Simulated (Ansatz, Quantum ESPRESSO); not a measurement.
## MoS2 (001), 2H: a film clamped to its substrate

A thin film takes the in-plane lattice of its substrate and is free along the normal. How do the free axis and the stress follow the misfit? The strained cell has c along the film normal; unstrained it is a = 3.1470 Å, b = 3.1470 Å, c = 12.0682 Å, α = 90.00°, β = 90.00°, γ = 120.00°, with 6 atoms.

Calculated with Quantum ESPRESSO 7.5, PBE-D3(BJ), GBRV 1.5 ultrasoft potentials, cutoff 680 eV, Fermi–Dirac smearing 0.02 eV, k-mesh 10×10×3, no spin polarisation, no spin-orbit coupling.

Relaxed positions at 0 %:

```
atom       x       y       z
  Mo  0.3333  0.6667  0.2500
  Mo  0.6667  0.3333  0.7500
   S  0.3333  0.6667  0.6203
   S  0.6667  0.3333  0.1203
   S  0.3333  0.6667  0.8797
   S  0.6667  0.3333  0.3797
```

```csv
ε∥ (%),a (Å),c (Å),ε⊥ (%),"σ (GPa, tension positive)"
−3,3.0526,12.1934,1.038,−9.50
−2,3.0841,12.1487,0.667,−6.10
0,3.1470,12.0682,0.000,0.00
1,3.1785,12.0242,−0.365,2.74
2,3.2100,11.9848,−0.691,5.29
3,3.2414,11.9463,−1.010,7.67
```

**Question.** Fit both responses and give the free strain and the stress at −1 %, a row left out above.

Least squares with y = y0 + y1 ε + y2 ε² (ε in %) gives ε⊥ = −0.017 + (−0.3412) ε + (0.0030) ε² and σ = −0.01 + (2.857) ε + (−0.101) ε² GPa. The linear terms put the ratio of free to applied strain at −0.341 and the biaxial modulus at 286 GPa.

At −1 % the free strain comes out as 0.327 %. The run itself gives 0.312 %, so the estimate misses by 0.015 %; the fitted rows themselves lie up to 0.017 % off the law.

The stress comes out as −2.96 GPa. The run itself gives −2.94 GPa, so the estimate misses by 0.02 GPa; the fitted rows themselves lie up to 0.02 GPa off the law.

With c as the unique axis, zero normal stress gives ε⊥/ε∥ = −2C13/C33 for relaxed atoms, so 2C13/C33 is about 0.34.

The negative ε² term means that the crystal stiffens in compression and softens in tension.

The same fit over all rows at other levels or in other programs gives the strain ratio = −0.341 with PBE-D3(BJ) (Ansatz) and −0.336 with PBE-D3(BJ) (Quantum ESPRESSO, PseudoDojo).

[Logs are printed without paths, hosts, clocks, repeated set-up lines and the standing remarks that a program may print on its own settings, such as how far it seeks lower states.]
